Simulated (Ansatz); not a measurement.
# H on Cu(100): change of the work function, part 4 of 4

Wanted: Δφ(θ) for H/Cu(100), starting from the hollow site.

Ansatz 0.2.0; plane-wave DFT, PBE, Ansatz PAW (set soft_1); PAW set soft_1.

So far, work function, upper face (eV): step 2 (the clean slab) 4.57; step 3 (37 atoms, coverage 0.111 ML, cell 3x3) 4.58; step 4 (17 atoms, coverage 0.25 ML, cell 2x2) 4.56.

**5. The covered slab, k-mesh 6×6×1, coverage 0.5 ML (continued)**

Step by step:

```tsv
step	energy less that of the first step (eV)	largest force component (eV/Å)
1	0.0000	0.3375
2	-0.0239	0.2171
3	-0.0420	0.0132
```

The run keeps the 16 symmetry operations that it works with, so distortions that break them were not tested.

The atoms that moved most (Å):

```tsv
atom	dx	dy	dz	length
Cu4	0.000	0.000	0.065	0.065
Cu16	0.000	0.000	0.065	0.065
Cu8	0.000	0.000	0.065	0.065
Cu12	0.000	0.000	0.065	0.065
H18	0.000	0.000	0.035	0.035
H17	0.000	0.000	0.035	0.035
Cu7	0.000	0.000	-0.011	0.011
Cu11	0.000	0.000	-0.011	0.011
```

Final coordinates:

```
Cu H
1.0
     5.10531    0.00000    0.00000
     0.00000    5.10531    0.00000
     0.00000    0.00000   24.01566
Cu H
16 2
Cartesian
  1.2763 1.2763 9.0000
  0.0000 0.0000 10.8050
  1.2763 1.2763 12.6388
  0.0000 0.0000 14.4811
  1.2763 3.8290 9.0000
  0.0000 2.5527 10.8050
  1.2763 3.8290 12.6290
  0.0000 2.5527 14.4811
  3.8290 1.2763 9.0000
  2.5527 0.0000 10.8050
  3.8290 1.2763 12.6290
  2.5527 0.0000 14.4811
  3.8290 3.8290 9.0000
  2.5527 2.5527 10.8050
  3.8290 3.8290 12.6388
  2.5527 2.5527 14.4811
  1.2763 1.2763 15.0509
  3.8290 3.8290 15.0509
```

The relaxation took 3 steps and lowered the energy by 0.042 eV; the largest force on the free atoms ends at 0.013 eV/Å.

The covered face has 4.61 eV, +0.04 eV against the clean one; the bare back face has moved by +0.01 eV, a measure of how thin the slab is.

**6. The covered slab, k-mesh 12×12×1, coverage 1 ML**

System of this step: Cu4H (H/Cu(100)). The cell holds 5 atoms: 4 Cu and 1 H. Its edges and angles: a = 2.553 Å, b = 2.553 Å, c = 24.016 Å, α = 90.0°, β = 90.0°, γ = 90.0°. Vacuum lies along c.

Another coverage, to see how the dipoles act on each other as their distance changes.

File input.yaml:

```yaml
crystal:
  lattice:
    - [2.5526554801, 0.0, 0.0]
    - [0.0, 2.5526554801, 0.0]
    - [0.0, 0.0, 24.0156622975]
  atoms:
    - { symbol: Cu, position: [0.5, 0.5, 0.3747554362] }
    - { symbol: Cu, position: [0.0, 0.0, 0.4499147209] }
    - { symbol: Cu, position: [0.5, 0.5, 0.5263382666] }
    - { symbol: Cu, position: [0.0, 0.0, 0.6002608681] }
    - { symbol: H, position: [0.5, 0.5, 0.6252445638] }
kpoints:
  mp_grid: { grid: [12, 12, 1] }
hamiltonian:
  xc: pbe
  pseudopotentials: { kind: paw, azcp: { folder: soft_1 } }
scf:
  occupations: { method: fermi_dirac, width: 0.1 }
  convergence: { dr2_threshold: 1.0e-08 }
efield:
  axis: 3
  dipole_correction: true
  ramp_position: 0.97
  ramp_width: 0.06
relax:
  f_tol: 0.02
  max_steps: 60
  constraints: [{ sites: [0, 1] }]
output:
  write_potential: true
  write_density: true
  volumetric_format: npy
```

On the command line:

```console
$ ansatz run input.yaml --threads 4 --pin off --max-ram 16384MiB --backend cpu --events-out ev --progress --plain --runs-dir out
```

Numbers of over 12 decimals in the logs are rounded to 6 here.

Log:

```text
[...]
Crystal: 5 atoms, lattice volume = 156.487 Å³
Basis set: ecut = 420 eV, 3085 PW (Γ), exchange–correlation on 36×36×324 points (8 copies of the dense FFT grid, shifted against one another)
Bands: 47, of which v1, the nominal top of the filled ones, is band 39 counted from 1 (38 counted from 0)
Symmetry: 8 space group operations
[...]
--- Relaxed structure (4 steps of the walk, 4 accepted, 0 SCFs on fresh bases) ---
  F+E_penalty+E_count = -26515.48437285 eV   max|allowed force component| = 3.350e-3 eV/Å
  atoms:
    - { symbol: Cu, position: [0.5, 0.5, 0.3747554362] }
    - { symbol: Cu, position: [0.0, 0.0, 0.449915] }
    - { symbol: Cu, position: [0.5, 0.5, 0.525527] }
    - { symbol: Cu, position: [0, 0.0, 0.607256] }
    - { symbol: H, position: [0.5, 0.5, 0.626675] }
[key lines of the parts left out:]
SCF converged after 9 iterations
Free energy (F): -26515.484373 eV
Fermi energy:    2.036354 eV
Dipole field:    D = 0.008679 V/Å  (p = 0.007505 e·Å, saw-weighted, corrected)
Work function:   Φ+ = 4.3723 eV   Φ− = 4.5808 eV
```

It took 28 s on 4 threads of Arm Neoverse V1, shared host; peak memory 0.51 GiB; 1.8 min of CPU time.

Relaxation path:

```tsv
step	energy less that of the first step (eV)	largest force component (eV/Å)
1	0.0000	0.7599
2	-0.0341	0.4624
3	-0.0606	0.0666
4	-0.0612	0.0034
```

The run keeps the 8 symmetry operations that it works with, so distortions that break them were not tested.

The atoms that moved most (Å):

```tsv
atom	dx	dy	dz	length
Cu4	0.000	0.000	0.168	0.168
H5	0.000	0.000	0.034	0.034
Cu3	0.000	0.000	-0.019	0.019
```

The relaxed structure:

```xyz
5
Lattice="2.5527 0.0000 0.0000 0.0000 2.5527 0.0000 0.0000 0.0000 24.0157" Properties=species:S:1:pos:R:3
Cu    1.2763    1.2763    9.0000
Cu    0.0000    0.0000   10.8050
Cu    1.2763    1.2763   12.6209
Cu    0.0000    0.0000   14.5836
H     1.2763    1.2763   15.0500
```

Running mean over 1.805 Å of the planar mean; the ramp of the sawtooth is left out. The electron's electrostatic potential energy less the Fermi level by z:

z (Å), electron's electrostatic potential energy less the Fermi level (eV) and a bar from the least value:
```
        3        4.6 ##############################
        4        4.6 ##############################
        5        4.6 ##############################
        6        4.5 ##############################
        7        4.1 #############################
        8       -1.8 #################
        9       -9.2 #
       10       -9.7 
       11       -9.7 
       12       -9.6 
       13       -9.1 #
       14       -9.4 #
       15       -9.8 
       16        1.2 #######################
       17        4.2 #############################
       18        4.4 ##############################
       19        4.4 ##############################
       20        4.4 ##############################
       21        4.4 ##############################
```

The relaxation took 4 steps and lowered the energy by 0.061 eV; the largest force on the free atoms ends at 0.0034 eV/Å.

The covered face has 4.37 eV, -0.20 eV against the clean one; the bare back face has moved by -0.00 eV, a measure of how thin the slab is.

**7. Work function against coverage**

This step: plane-wave DFT, PBE, Ansatz PAW (set soft_1); work function against coverage; PAW set soft_1 (Ansatz 0.2.0).

The runs are now put side by side.

Numbers from this step:

```
work function of the clean face     : 4.570 eV
largest change of the work function : -0.1979 eV
```

Work function of the covered face against coverage:

```tsv
coverage (adsorbates/nm²)	work function of the covered face (eV)
0.00	4.57
1.71	4.58
3.84	4.56
7.67	4.61
15.35	4.37
```

The dipole per adsorbate comes from the change of the cell's dipole. Coverage, by row:

```tsv
coverage (1/nm²)	coverage (ML)	work function (eV)	change (eV)	dipole per adsorbate, positive end outwards (debye)	mean height of the added atoms over the highest substrate atom (Å)
1.705	0.1111	4.583	0.01287	-0.021	0.5988
3.837	0.25	4.557	-0.01309	-0.009	0.568
7.673	0.5	4.611	0.04097	-0.011	0.5698
15.35	1	4.372	-0.1979	0.034	0.4664
```

**8. Summary of results**

```
work function of the clean face                        : 4.57 eV
work function at 0.11 ML                               : 4.58 eV
work function at 0.25 ML                               : 4.56 eV
work function at 0.5 ML                                : 4.61 eV
work function at 1 ML                                  : 4.37 eV
dipole per adsorbate at 0.11 ML, positive end outwards : -0.02 D
```

**Reading.** At the lowest coverage H changes the work function of Cu(100) by under 0.15 eV, within the error of so thin a slab; the largest change, -0.20 eV, comes at higher coverage. The slab has 4 layers, at the tabulated experimental lattice constant, one starting site was run, and quantum-size effects of a slab this thin can reach one or two tenths of an eV.

[Logs are printed without paths, hosts, clocks, repeated set-up lines and the standing remarks that a program may print on its own settings, such as how far it seeks lower states.]

[Hosts, paths, dates, database ids (printed as entryN), source tags and the programs' standing remarks are cut or masked in the printed files.]

[Maps of the electrostatic potential energy from Ansatz leave out the sawtooth potential of an applied field or a dipole correction, so their vacuum need not be flat; planar profiles and work functions include it.]
